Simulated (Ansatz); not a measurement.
# Lu2SeSF2: complex band structure, part 4 of 4

Wanted: the relaxed cell of Lu2SeSF2, its band edges and its decay constants. It is built by putting Se for part of the S in the LuSF structure of space group R-3m, with the volume rescaled by atomic radii. The parent structure comes from the Materials Project.

Ansatz 0.2.0; LDA DFT, plane waves, PAW files (the session's first sound run).

So far, gap on the k-mesh (eV): step 3 (the bulk crystal and its band edges, LDA) 1.52; step 4 (complex bands, plane (101), LDA) 1.52; step 5 (complex bands, plane (001), LDA) 1.52; step 6 (LDA JTH, cutoff 1500 eV) 1.45.

The structure was built from a prototype and need not be the compound's stable phase.

### Step 7. Complex bands at another level

This step: LDA DFT, plane waves, JTH PAW files; complex bands by layer matching along the plane's normal (Ansatz 0.2.0).

The complex bands at that level, over its own gap, at (0, 0) and (-0.5, 0).

The input, input.yaml:

```yaml
crystal:
  lattice:
    - [8.682406295, 0.0, 0.0]
    - [0.857940981, 3.763232868, 0.0]
    - [0.857940981, 1.783819838, 3.313594484]
  atoms:
    - { symbol: Lu, position: [0.0124296285, 0.9958567905, 0.9958567905] }
    - { symbol: Lu, position: [0.4948396865, 0.5017201045, 0.5017201045] }
    - { symbol: Se, position: [0.8244702929, 0.3918432357, 0.3918432357] }
    - { symbol: S, position: [0.1787916719, 0.6070694427, 0.6070694427] }
    - { symbol: F, position: [0.4517031568, 0.1827656144, 0.1827656144] }
    - { symbol: F, position: [0.5377655634, 0.8207448122, 0.8207448122] }
kpoints:
  mp_grid: { grid: [8, 8, 8] }
scf:
  occupations: { method: fixed }
hamiltonian:
  xc: lda
  pseudopotentials: { kind: paw, source: jth }
output:
  eigenvalues: true
  transmission:
    leads: [[0, 0]]
    kpoints: [[0.0, 0.0], [-0.5, 0.0]]
    e_range: [-1.0, 2.45]
    de: 0.09
```

Started as:

```sh
> ansatz run input.yaml --threads 2 --pin off --max-ram 4096MiB --backend cpu --events-out ev --progress --plain --runs-dir out
```

Log:

```text
Warning: <dir> the checks of this Lu dataset prove no rule for summing its radial tables, as where they were carried onto another mesh than they were made on, and Gregory's rule is taken, under which a leading mesh point left out moves its sums only by what lay on the interval it spanned. That does not make them correct, and they differ from Quantum ESPRESSO's on this file; a re-export a fraction of a mesh step off can move them. hamiltonian.pseudopotentials.radial_quadrature: simpson_from_first_knot sums it by `pw.x`'s rule; on a PAW file no value gives `pw.x`'s numbers. What more to know: hamiltonian.pseudopotentials.radial_quadrature, in the input reference
Warning: <dir> the checks of this Se dataset prove no rule for summing its radial tables, as where they were carried onto another mesh than they were made on, and Gregory's rule is taken, under which a leading mesh point left out moves its sums only by what lay on the interval it spanned. That does not make them correct, and they differ from Quantum ESPRESSO's on this file; a re-export a fraction of a mesh step off can move them. hamiltonian.pseudopotentials.radial_quadrature: simpson_from_first_knot sums it by `pw.x`'s rule; on a PAW file no value gives `pw.x`'s numbers. What more to know: hamiltonian.pseudopotentials.radial_quadrature, in the input reference
Warning: <dir> the checks of this S dataset prove no rule for summing its radial tables, as where they were carried onto another mesh than they were made on, and Gregory's rule is taken, under which a leading mesh point left out moves its sums only by what lay on the interval it spanned. That does not make them correct, and they differ from Quantum ESPRESSO's on this file; a re-export a fraction of a mesh step off can move them. hamiltonian.pseudopotentials.radial_quadrature: simpson_from_first_knot sums it by `pw.x`'s rule; on a PAW file no value gives `pw.x`'s numbers. What more to know: hamiltonian.pseudopotentials.radial_quadrature, in the input reference
Warning: <dir> the checks of this F dataset prove no rule for summing its radial tables, as where they were carried onto another mesh than they were made on, and Gregory's rule is taken, under which a leading mesh point left out moves its sums only by what lay on the interval it spanned. That does not make them correct, and they differ from Quantum ESPRESSO's on this file; a re-export a fraction of a mesh step off can move them. hamiltonian.pseudopotentials.radial_quadrature: simpson_from_first_knot sums it by `pw.x`'s rule; on a PAW file no value gives `pw.x`'s numbers. What more to know: hamiltonian.pseudopotentials.radial_quadrature, in the input reference
Engine: ansatz 0.2.0, x86_64-unknown-linux-gnu
Pseudopotentials: kind: paw
Pseudopotential: Lu, paw, valence charge 25, recommended cutoff 1290 eV (normal), Lu.paw.azcp
Pseudopotential: Se, paw, valence charge 6, recommended cutoff 270 eV (normal), Se.paw.azcp
Pseudopotential: S, paw, valence charge 6, recommended cutoff 750 eV (normal), S.paw.azcp
Pseudopotential: F, paw, valence charge 7, recommended cutoff 1500 eV (normal), F.paw.azcp
Functional definition: SPW92
  exchange = slater_x
  correlation = pw_c
Error: memory limit exceeded: the `transmission` phase of `transmission` needs 6.19 GiB against the run's memory maximum of 4.00 GiB; largest carriers: transmission 5.74 GiB, unmodelled-tail allowance 0.30 GiB, source scf tables 0.15 GiB, source scf state 0.00 GiB; the layers of output.transmission grow with the square of the cell's cross-section: a lower cutoff or a narrower output.transmission.e_range takes less, and so, most of all in a narrow cell, does a wider de; where no e_range is typed, a fill by count is planned with a gap of 40 thermal energies
with nothing else changed it takes a maximum of at least 6.20 GiB, with nothing to spare, and 6.82 GiB leaves up to a tenth: --max-ram 6.82GiB where that set the maximum, else more of the term that did, and with no share typed, where 6.82 GiB is over 0.88 of the host's memory or its container's limit, a share of 0.88 or more that holds the maximum too (--max-ram-frac F), where one does; The budget is ten elevenths of [...]
`transmission` follows the SCF: where the deck gives it k-points, a mesh or a band count of its own, those are what to reduce (not on a resume, whose deck is fixed)
```

Wall time 0.51 s (2 threads of Intel Xeon Platinum 8488C (Sapphire Rapids), shared host); peak memory 0.31 GiB.

The program refused the input before any cycle.

The program's message: “Error: memory limit exceeded: the `transmission` phase of `transmission` needs 6.19 GiB against the run's memory maximum of 4.00 GiB; largest carriers: transmission 5.74 GiB, unmodelled-tail allowance …”

### Step 8. The same cell, other settings

This step: LDA DFT, plane waves, PAW files; complex bands by layer matching along the plane's normal; changed: output.transmission.kpoints = [[0, 0]], output.transmission.kmesh = [4, 4], scf.max_iter = 80 (Ansatz 0.2.0).

This run repeats an earlier one, its twin (the complex run, plane (101)), with three settings changed (output.transmission.kpoints, scf.max_iter, output.transmission.kmesh; files written aside). The setting was drawn as a possible misstep, on purpose. Where the input is shown as a difference, that is against the step before, not the twin.

input.yaml, as its differences from that of step 7:

```diff
@@ -16,5 +16,5 @@
   occupations: { method: fixed }
+  max_iter: 80
 hamiltonian:
   xc: lda
-  pseudopotentials: { kind: paw, source: jth }
 output:
@@ -23,4 +23,5 @@
     leads: [[0, 0]]
-    kpoints: [[0.0, 0.0], [-0.5, 0.0]]
-    e_range: [-1.0, 2.45]
+    kpoints: [[0, 0]]
+    e_range: [-1.0, 2.52]
     de: 0.09
+    kmesh: [4, 4]
```

Log:

```text
Error: inconsistent input (output.transmission.kmesh, output.transmission.kpoints): both name the wavevectors across the current: give one
```

The job ended after 0.14 s (2 threads; peak memory 0.11 GiB).

The program refused the input before any cycle.

The program's message: “Error: inconsistent input (output.transmission.kmesh, output.transmission.kpoints): both name the wavevectors across the current: give one”

The change that led to it: output.transmission.kpoints = [[0, 0]] and output.transmission.kmesh = [4, 4].

### Step 9. What came out

```
band gap                                         : 1.52 eV
least decay constant at mid-gap, normal to (101) : 0.175 Å⁻¹
least decay constant at mid-gap, normal to (001) : 0.201 Å⁻¹
```

With LDA, the slowest decay at the wavevectors tried is κ = 0.175 Å⁻¹, normal to (101). Through such a film the transmission near mid-gap falls as exp(−2κd), a factor of ten every 6.6 Å. The directions tried decay at nearly the same rate. A free electron under a barrier of half the gap would need a mass of 0.15 mₑ to decay at this rate. The compound is made up by substitution; its stability against other phases and against distortions of the cell's symmetry was not tested. A semilocal functional narrows gaps, so real decay constants are likely larger.

[Logs are printed without paths, hosts, clocks, repeated set-up lines and the standing remarks that a program may print on its own settings, such as how far it seeks lower states.]

[Hosts, paths, dates, database ids (printed as entryN), source tags and the programs' standing remarks are cut or masked in the printed files.]
